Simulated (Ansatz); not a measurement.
# Antimonene bilayer (AA') in a perpendicular field, part 2 of 3

Wanted: the out-of-plane response of the antimonene bilayer (AA'). A positive field points along +c.

Ansatz 0.2.0; plane-wave DFT, PBEsol-D3(BJ), Ansatz PAW (set soft_1); PAW set soft_1 (the session's first sound run).

So far. Step 2 (Relaxation): The lattice constant a goes from 4.120 to 3.996 Å.

## (3) Atoms held, field 0

A sawtooth potential applies the field, turning back in the middle of the vacuum. With the dipole correction the typed value is the field outside the slab. The induced dipole is small, so the SCF threshold is tight.

The cell differs from the one that the last finished run ended in (c 43.600 → 25.152 Å).

File input.yaml:

```yaml
crystal:
  lattice:
    - [3.9962149962, 0.0, 0.0]
    - [-1.9981074981, 3.4608237057, 0.0]
    - [0.0, 0.0, 25.1523562133]
  atoms:
    - { symbol: Sb, position: [0.6666666667, 0.3333333333, 0.3578193599] }
    - { symbol: Sb, position: [0.3333333333, 0.6666666667, 0.4234728103] }
    - { symbol: Sb, position: [0.3333333333, 0.6666666667, 0.5765271897] }
    - { symbol: Sb, position: [0.6666666667, 0.3333333333, 0.6421806401] }
kpoints:
  mp_grid: { grid: [12, 12, 1] }
  band_path:
    path: [[0, 0, 0], [0.5, 0, 0], [0.33333333, 0.33333333, 0], [0, 0, 0]]
    npoints: 16
hamiltonian:
  xc: pbesol
  dispersion: d3bj
  pseudopotentials: { kind: paw, azcp: { folder: soft_1 }, xc_functional: pbe }
scf:
  occupations: { method: fermi_dirac, width: 0.02585 }
  convergence: { dr2_threshold: 1.0e-10 }
efield:
  axis: 3
  dipole_correction: true
  ramp_position: 0.97
  ramp_width: 0.06
  amplitude: 0
output:
  dos: { projected: true, e_range: [-6, 5] }
  bader: true
  write_potential: true
  write_density: true
  volumetric_format: npy
  elf: true
```

Run with:

```bash
ansatz run input.yaml --threads 4 --pin off --max-ram 6144MiB --backend cpu --events-out ev --progress --plain --runs-dir out
```

Numbers of over 12 decimals in the logs are rounded to 6 here.

The log of the run:

```text
[...]
Crystal: 4 atoms, lattice volume = 347.862 Å³
Basis set: ecut = 420 eV, 6841 PW (Γ)
Bands: 36, of which v1, the nominal top of the filled ones, is band 30 counted from 1 (29 counted from 0)
Symmetry: 6 space group operations
k-points: 19 of 144 (time reversal used)
[...]
SCF iter   1: F=—  HF=-25633.114453 eV  |F-HF|=—  |Δ(HF+E_count)|=         —  Δρ=1.14e-2  dr2=5.08e-1  ethr=8.32e-4  p=0.000 e·Å  D=5.10e-14 V/Å  ΔV_dip=-0.00 eV  dr2_dipole=1.22e-11  V_vac-E_F(+/−)=5.01/5.01 eV  ⟨swp⟩=1.0  Hψ=4260  notcnv=0
efield: sawtooth ramp at fractional position 0.9700 (set: `efield.ramp_position`, or a place that a band, a saddle search or an elastic batch's reference lends), width 0.0600; the density the first Hamiltonian is built on has a dipole p = 0.000 e·Å; the dipole correction subtracts the counter field D = 5.10e-14 V/Å, which shifts the + side's vacuum level by -0.00 eV against the − side's; the planar-averaged density in the ramp window peaks in size at 5.7e-8 e/Å³
[...]
SCF iter   2: F=—  HF=-25633.028228 eV  |F-HF|=—  |Δ(HF+E_count)|=   8.62e-2  Δρ=6.30e-3  dr2=1.54e-1  ethr=8.32e-4  p=-0.000 e·Å  D=-1.69e-6 V/Å  ΔV_dip=0.00 eV  dr2_dipole=4.58e-11  V_vac-E_F(+/−)=4.69/4.69 eV  ⟨swp⟩=2.1  Hψ=804  notcnv=0
[...]
SCF iter  12: F=-25633.000978 eV  HF=-25633.000978 eV  |F-HF|=6.55e-11  |Δ(HF+E_count)|=  1.89e-10  Δρ=6.35e-8  dr2=8.88e-11  ethr=1.00e-12  p=0.000 e·Å  D=9.64e-8 V/Å  ΔV_dip=-0.00 eV  dr2_dipole=2.37e-15  V_vac-E_F(+/−)=4.30/4.30 eV  ⟨swp⟩=3.4  Hψ=1539  notcnv=0
SCF 1 converged in 12 iterations: F = -25633.000978 eV  dr2 = 8.88e-11
[...]
NSCF: frozen V_eff on 49 k-points
efield: sawtooth ramp at fractional position 0.9700 (kept from the solve that this one continues, or follows in the run), width 0.0600; the density the first Hamiltonian is built on has a dipole p = 0.000 e·Å; the dipole correction subtracts the counter field D = 9.64e-8 V/Å, which shifts the + side's vacuum level by -0.00 eV against the − side's; the planar-averaged density in the ramp window peaks in size at 6.0e-8 e/Å³
[...]
SCF converged after 12 iterations
Free energy (F): -25633.000978 eV
[...]
Internal energy: -25633.000978 eV  (E = F + TS)
E sigma→0 (E₀):  -25633.000978 eV
Entropy (-TS):   -0.000000 eV (-0.000 meV/atom)
Fermi energy:    0.684432 eV
Dipole field:    D = 0.000000 V/Å  (p = 0.000000 e·Å, saw-weighted, corrected)
Work function:   Φ+ = 4.2994 eV   Φ− = 4.2994 eV
Levels:          The Fermi level and band energies are counted from a zero that moves with the ramp; work functions are not
[...]
--- Band table (eV; the first three rows and the last of 19) ---
  k-point 0: bands = [... 26 lower, 0.2969, 0.2969, 0.3693, 0.3693, 1.9535, 2.4389, 3.0604, 3.0604, ... 2 higher]
  k-point 1: bands = [... 26 lower, -0.4508, 0.0778, 0.1018, 0.1739, 2.4128, 2.7346, 2.9784, 3.2297, ... 2 higher]
  k-point 2: bands = [... 26 lower, -1.1213, -0.3240, -0.2524, 0.1060, 1.8817, 2.2002, 3.5269, 3.5881, ... 2 higher]
  k-point 18: bands = [... 26 lower, -2.3442, -1.9188, -1.7323, -1.3780, 1.0966, 1.6623, 3.1908, 3.2423, ... 2 higher]
--- Bader charges: 4 sites ---
  site symbol  charge [e]  shift [e]
     0     Sb     -0.0021     0.0000
     1     Sb      0.0021     0.0000
     2     Sb      0.0021     0.0000
     3     Sb     -0.0021     0.0000
  estimated error of the sums over rays = 1.6e-4 e
```

Run time: 11 s. Hardware: 4 threads of Intel Xeon 6975P-C (Granite Rapids), shared host; peak memory 0.98 GiB; 44 s of CPU time.

Numbers from this step:

```yaml
dipole_along_the_normal: 2.81e-7 e·Å
gap_along_the_path: 0.6637 eV
smallest_direct_gap_along_the_path: 1.246 eV
ionisation_energy_upper_face: 4.615 eV
electron_affinity_upper_face: 3.951 eV
gap_the_smaller_of_path_and_mesh: 0.6577 eV
```

Running mean over a fixed 2.7 Å (it still follows the layers) of the planar mean; the ramp of the sawtooth is left out. Electron's electrostatic potential energy less the Fermi level against z:

```
z (Å)  electron's electrostatic potential energy less the Fermi level (eV)
  3.5                                                                 4.30
  4.0                                                                 4.30
  4.5                                                                 4.30
  5.0                                                                 4.29
  5.5                                                                 4.28
  6.0                                                                 4.22
  6.5                                                                 3.99
  7.0                                                                 3.17
  7.5                                                                 1.27
  8.0                                                                -1.04
  8.5                                                                -3.07
  9.0                                                                -5.00
  9.5                                                                -6.78
 10.0                                                                -7.06
 10.5                                                                -5.62
 11.0                                                                -3.68
 11.5                                                                -1.80
 12.0                                                                0.241
 12.5                                                                 1.52
 13.0                                                                0.795
 13.5                                                                -1.18
 14.0                                                                -3.12
 14.5                                                                -5.02
 15.0                                                                -6.77
 15.5                                                                -7.07
 16.0                                                                -5.60
 16.5                                                                -3.65
 17.0                                                                -1.70
 17.5                                                                0.566
 18.0                                                                 2.68
 18.5                                                                 3.84
 19.0                                                                 4.18
 19.5                                                                 4.27
 20.0                                                                 4.29
 20.5                                                                 4.30
 21.0                                                                 4.30
 21.5                                                                 4.30
 22.0                                                                 4.30
```

The density of states has structure finer than the step of the table below, so its rows give means over 0.25 eV, whole bins alone (the curve runs from -6 to 2.22 eV). Peaks (eV: height): -4.020: 8.26, -3.660: 9.08, -2.420: 12.9, -1.780: 13.4, -0.570: 14.7, 1.000: 6.58, 1.690: 4.90.

Density of states against energy, zero at the Fermi level of the run, which the smearing sets inside the gap; means over each step:

energy (eV), density of states (states/eV a cell) and a bar:
```
    -4.75        0.0 
    -4.50        0.0 
    -4.25        0.8 ####
    -4.00        4.3 ######################
    -3.75        3.4 ##################
    -3.50        3.1 ################
    -3.25        2.4 #############
    -3.00        2.4 #############
    -2.75        3.1 ################
    -2.50        4.1 ######################
    -2.25        4.2 ######################
    -2.00        4.0 #####################
    -1.75        5.7 ##############################
    -1.50        2.8 ###############
    -1.25        2.0 ##########
    -1.00        1.8 ##########
    -0.75        2.0 ##########
    -0.50        2.9 ###############
    -0.25        0.0 
     0.00        0.0 
     0.25        0.0 
     0.50        1.0 #####
     0.75        2.0 ###########
     1.00        3.2 #################
     1.25        2.9 ###############
     1.50        3.4 ##################
     1.75        4.3 ######################
     2.00        3.1 ################
```

Projected DOS per atom over height of the atomic layer and energy from the Fermi level. Layers: Sb Sb Sb Sb from below.

Values in states/eV, 22 rows by 4 columns, each cell a mean:
```
0.71 0.69 0.69 0.71
0.93 0.93 0.93 0.93
0.67 0.66 0.66 0.67
0.68 0.61 0.61 0.68
0.26 0.23 0.23 0.26
0.00 0.00 0.00 0.00
0.01 0.01 0.01 0.01
0.56 0.53 0.53 0.56
0.47 0.43 0.43 0.47
0.58 0.53 0.53 0.58
1.28 1.18 1.18 1.28
1.02 1.02 1.02 1.02
0.94 0.90 0.90 0.94
0.71 0.68 0.68 0.71
0.52 0.64 0.64 0.52
0.91 0.87 0.87 0.91
0.87 1.02 1.02 0.87
0.12 0.12 0.12 0.12
0.00 0.00 0.00 0.00
0.00 0.00 0.00 0.00
0.00 0.00 0.00 0.00
0.00 0.00 0.00 0.00
```
Columns: height of the atomic layer (Å) from 9 to 16.2 (not evenly spaced); rows upwards: energy from the Fermi level (eV) from -5.96 to 2.14.

Electronic bands along the path, in eV, zero at the Fermi level of the run, which the smearing sets inside the gap:

```csv
point,band 27,band 28,band 29,band 30,band 31,band 32,band 33,band 34
Γ,-0.39,-0.39,-0.32,-0.32,1.27,1.75,2.38,2.38
halfway,-1.74,-1.45,-1.38,-0.69,0.58,1.09,2.81,3.00
M,-2.56,-2.12,-2.05,-1.91,0.89,1.22,1.34,2.40
halfway,-3.04,-2.65,-2.47,-1.86,0.96,1.67,2.19,2.27
K,-3.03,-2.60,-2.42,-2.06,0.41,0.98,2.51,2.56
halfway,-2.51,-2.41,-1.67,-0.67,1.35,2.00,2.09,2.48
Γ,-0.39,-0.39,-0.32,-0.32,1.27,1.75,2.38,2.38
```

Electrostatic potential energy in the ca plane at fractional y = 0.333, with atoms of Sb within 0.2 Å of it. With pseudopotentials it is smooth inside the atoms' cores, unlike the true potential.

Ten even steps from '0' (-39 eV) to '9' (5 eV), each cell a mean:
```
99999999976568899999999999988755789999999999
99999999741015899999999999986200268999999999
99999998610002799999999999984000048999999999
99999998510002799999999999983000048999999999
99999999730014899999999999986100168999999999
99999999875467899999999999988644689999999999
99999999998888888899999998888888999999999999
99999999999998877899999988778999999999999999
99999999999998877899999987778999999999999999
99999999999888888899999998888888999999999999
```
Columns run along c (16.0 Å, from fractional 0.20 to 0.84 of the cell; values clipped at the 3rd and 97th percentile), rows up along a (4.0 Å). Atoms in or near the plane, at fractional coordinates: Sb at (0.36, 0.67), Sb at (0.64, 0.67).

ELF in the ca plane at fractional y = 0.333, with atoms of Sb within 0.2 Å of it. It is the smooth field of the valence electrons, not physical close to the nuclei.

Ten even steps from '0' (0.00) to '9' (0.84), each cell a mean:
```
00002468875556655431001344566555688752100000
00024799853234543110000012354323479985210000
00136899730013431000000001343200268997410000
00136899730013331000000001243100268997410000
00025799752224542110000012354322479986310000
00012578865456654431001234566545688863100000
00000124555566655653102565556655555310000000
00000000112345555675103676555432110000000000
00000000011244455775103776545432110000000000
00000123455556655663102566556655544210000000
```
Columns run along c (16.0 Å, from fractional 0.20 to 0.84 of the cell), rows up along a (4.0 Å). Atoms in or near the plane, at fractional coordinates: Sb at (0.36, 0.67), Sb at (0.64, 0.67).

Valence density in the ca plane at fractional y = 0.333, with atoms of Sb within 0.2 Å of it. It is the smooth field of the valence electrons, not physical close to the nuclei.

Ten steps, logarithmic in the rise over the least value, from '0' (0 e/Å³) to '9' (13 e/Å³), each cell a mean:
```
00000000123332211100000011122333211000000000
00000001246753211000000001123566531000000000
00000001369985210000000000124799742100000000
00000001369985210000000000124799742100000000
00000001247763211000000001123577531000000000
00000000123332211100000001122333321000000000
00000000011222222110000011222221110000000000
00000000001111222210000112222111000000000000
00000000000111222210000112222111000000000000
00000000011122222110000012222211100000000000
```
Columns run along c (16.0 Å, from fractional 0.20 to 0.84 of the cell), rows up along a (4.0 Å). Atoms in or near the plane, at fractional coordinates: Sb at (0.36, 0.67), Sb at (0.64, 0.67).

The gap is 0.66 eV, with the valence edge 4.61 eV and the conduction edge 3.95 eV under the upper vacuum level. Spin-orbit coupling, left out in this run, matters for the bands of elements this heavy.

## (4) Atoms held, field 0.03 V/Å

Edit input.yaml of step 3 so:

```diff
@@ -25,8 +25,6 @@
   dipole_correction: true
-  ramp_position: 0.97
-  ramp_width: 0.06
-  amplitude: 0
+  ramp_position: 0.9404
+  ramp_width: 0.1193
+  amplitude: 0.03
 output:
-  dos: { projected: true, e_range: [-6, 5] }
-  bader: true
   write_potential: true
@@ -34,2 +32 @@
   volumetric_format: npy
-  elf: true
```

The log of the run:

```text
[...]
Crystal: 4 atoms, lattice volume = 347.862 Å³
Basis set: ecut = 420 eV, 6841 PW (Γ)
Bands: 36, of which v1, the nominal top of the filled ones, is band 30 counted from 1 (29 counted from 0)
Symmetry: 6 space group operations
k-points: 19 of 144 (time reversal used)
[...]
k-point 0: bands = [... 26 lower, 0.2949, 0.2949, 0.3711, 0.3711, 1.9531, 2.4391, 3.0594, 3.0594, ... 2 higher]
  k-point 1: bands = [... 26 lower, -0.4483, 0.0777, 0.0998, 0.1757, 2.4122, 2.7349, 2.9779, 3.2287, ... 2 higher]
  k-point 2: bands = [... 26 lower, -1.1215, -0.3260, -0.2506, 0.1060, 1.8812, 2.2005, 3.5262, 3.5874, ... 2 higher]
  k-point 18: bands = [... 26 lower, -2.3444, -1.9198, -1.7314, -1.3780, 1.0963, 1.6625, 3.1906, 3.2421, ... 2 higher]
[key lines of the parts left out:]
SCF converged after 11 iterations
Free energy (F): -25633.001298 eV
Fermi energy:    0.685070 eV
Dipole field:    D = 0.011091 V/Å  (p = 0.021322 e·Å, saw-weighted, corrected)
```

Run time: 6 s. Hardware: 4 threads; peak memory 0.85 GiB.

The dipole is 0.0213 e·Å, and the gap 0.656 eV.

## (5) Atoms held, field -0.03 V/Å

Edit input.yaml of step 4 so:

```diff
@@ -27,3 +27,3 @@
   ramp_width: 0.1193
-  amplitude: 0.03
+  amplitude: -0.03
 output:
```

The log of the run:

```text
[...]
Crystal: 4 atoms, lattice volume = 347.862 Å³
Basis set: ecut = 420 eV, 6841 PW (Γ)
Bands: 36, of which v1, the nominal top of the filled ones, is band 30 counted from 1 (29 counted from 0)
Symmetry: 6 space group operations
k-points: 19 of 144 (time reversal used)
[...]
k-point 0: bands = [... 26 lower, 0.2950, 0.2950, 0.3711, 0.3711, 1.9531, 2.4391, 3.0594, 3.0594, ... 2 higher]
  k-point 1: bands = [... 26 lower, -0.4483, 0.0778, 0.0998, 0.1757, 2.4123, 2.7350, 2.9779, 3.2288, ... 2 higher]
  k-point 2: bands = [... 26 lower, -1.1214, -0.3260, -0.2506, 0.1060, 1.8812, 2.2006, 3.5262, 3.5874, ... 2 higher]
  k-point 18: bands = [... 26 lower, -2.3443, -1.9198, -1.7314, -1.3780, 1.0963, 1.6625, 3.1906, 3.2421, ... 2 higher]
[key lines of the parts left out:]
SCF converged after 11 iterations
Free energy (F): -25633.001298 eV
Fermi energy:    0.685118 eV
Dipole field:    D = -0.011092 V/Å  (p = -0.021323 e·Å, saw-weighted, corrected)
```

The job ended after 5.9 s (4 threads; peak memory 0.84 GiB).

The dipole is -0.0213 e·Å, and the gap 0.656 eV.

## (6) Single point, field 0.15 V/Å

Edit input.yaml of step 5 so:

```diff
@@ -27,3 +27,3 @@
   ramp_width: 0.1193
-  amplitude: -0.03
+  amplitude: 0.15
 output:
```

The log of the run:

```text
[...]
Crystal: 4 atoms, lattice volume = 347.862 Å³
Basis set: ecut = 420 eV, 6841 PW (Γ)
Bands: 36, of which v1, the nominal top of the filled ones, is band 30 counted from 1 (29 counted from 0)
Symmetry: 6 space group operations
k-points: 19 of 144 (time reversal used)
[...]
k-point 0: bands = [... 26 lower, 0.2622, 0.2622, 0.4005, 0.4005, 1.9437, 2.4446, 3.0378, 3.0378, ... 2 higher]
  k-point 1: bands = [... 26 lower, -0.4128, 0.0670, 0.0782, 0.2052, 2.3991, 2.7427, 2.9652, 3.2088, ... 2 higher]
  k-point 2: bands = [... 26 lower, -1.1243, -0.3590, -0.2210, 0.1071, 1.8685, 2.2095, 3.5100, 3.5702, ... 2 higher]
  k-point 18: bands = [... 26 lower, -2.3490, -1.9419, -1.7126, -1.3768, 1.0882, 1.6672, 3.1851, 3.2367, ... 2 higher]
[key lines of the parts left out:]
SCF converged after 12 iterations
Free energy (F): -25633.008976 eV
Fermi energy:    0.695776 eV
Dipole field:    D = 0.055482 V/Å  (p = 0.106658 e·Å, saw-weighted, corrected)
```

Elapsed: 6.3 s, on 4 threads; peak memory 0.84 GiB.

The dipole is 0.107 e·Å, and the gap 0.619 eV.

## (7) Atoms held, field 0.25 V/Å

Edit input.yaml of step 6 so:

```diff
@@ -27,3 +27,3 @@
   ramp_width: 0.1193
-  amplitude: 0.15
+  amplitude: 0.25
 output:
```

The log of the run:

```text
[...]
Crystal: 4 atoms, lattice volume = 347.862 Å³
Basis set: ecut = 420 eV, 6841 PW (Γ)
Bands: 36, of which v1, the nominal top of the filled ones, is band 30 counted from 1 (29 counted from 0)
Symmetry: 6 space group operations
k-points: 19 of 144 (time reversal used)
[...]
k-point 0: bands = [... 26 lower, 0.2239, 0.2239, 0.4328, 0.4328, 1.9271, 2.4543, 3.0063, 3.0063, ... 2 higher]
  k-point 1: bands = [... 26 lower, -0.3765, 0.0286, 0.0790, 0.2375, 2.3763, 2.7550, 2.9435, 3.1789, ... 2 higher]
  k-point 2: bands = [... 26 lower, -1.1293, -0.3974, -0.1886, 0.1090, 1.8467, 2.2245, 3.4841, 3.5350, ... 2 higher]
  k-point 18: bands = [... 26 lower, -2.3574, -1.9751, -1.6852, -1.3744, 1.0738, 1.6756, 3.1751, 3.2269, ... 2 higher]
[key lines of the parts left out:]
SCF converged after 14 iterations
Free energy (F): -25633.023201 eV
Fermi energy:    0.705692 eV
Dipole field:    D = 0.092518 V/Å  (p = 0.177857 e·Å, saw-weighted, corrected)
```

Run time: 6.9 s. Hardware: 4 threads; peak memory 0.85 GiB; 26 s of CPU time.

The dipole is 0.178 e·Å, and the gap 0.575 eV.

## (8) Single point, field -0.25 V/Å

Edit input.yaml of step 7 so:

```diff
@@ -27,4 +27,6 @@
   ramp_width: 0.1193
-  amplitude: 0.25
+  amplitude: -0.25
 output:
+  dos: { projected: true, e_range: [-6, 5] }
+  bader: true
   write_potential: true
@@ -32 +34,2 @@
   volumetric_format: npy
+  elf: true
```

The log of the run:

```text
[...]
Crystal: 4 atoms, lattice volume = 347.862 Å³
Basis set: ecut = 420 eV, 6841 PW (Γ)
Bands: 36, of which v1, the nominal top of the filled ones, is band 30 counted from 1 (29 counted from 0)
Symmetry: 6 space group operations
k-points: 19 of 144 (time reversal used)
[...]
k-point 2: bands = [... 26 lower, -1.1289, -0.3970, -0.1882, 0.1094, 1.8471, 2.2249, 3.4845, 3.5354, ... 2 higher]
  k-point 18: bands = [... 26 lower, -2.3570, -1.9747, -1.6848, -1.3740, 1.0742, 1.6760, 3.1755, 3.2273, ... 2 higher]
--- Bader charges: 4 sites ---
  site symbol  charge [e]  shift [e]
     0     Sb      0.0222     0.0000
     1     Sb     -0.0135     0.0000
     2     Sb      0.0177     0.0000
     3     Sb     -0.0264     0.0000
  estimated error of the sums over rays = 1.6e-4 e
[key lines of the parts left out:]
SCF converged after 14 iterations
Free energy (F): -25633.023201 eV
Fermi energy:    0.706088 eV
Dipole field:    D = -0.092518 V/Å  (p = -0.177857 e·Å, saw-weighted, corrected)
```

It took 12 s on 4 threads; peak memory 0.91 GiB.

The dipole is -0.178 e·Å, and the gap 0.575 eV.

(Continued in part 3 of 3.)

[Logs are printed without paths, hosts, clocks, repeated set-up lines and the standing remarks that a program may print on its own settings, such as how far it seeks lower states.]

[Hosts, paths, dates, database ids (printed as entryN), source tags and the programs' standing remarks are cut or masked in the printed files.]

[Maps of the electrostatic potential energy from Ansatz leave out the sawtooth potential of an applied field or a dipole correction, so their vacuum need not be flat; planar profiles and work functions include it.]

[The density of states shown here was stored with 400 of the rows of the run's finer table, so its peaks can read low, often by over a quarter, or be missed, and its means over a window can be off by a tenth or more.]
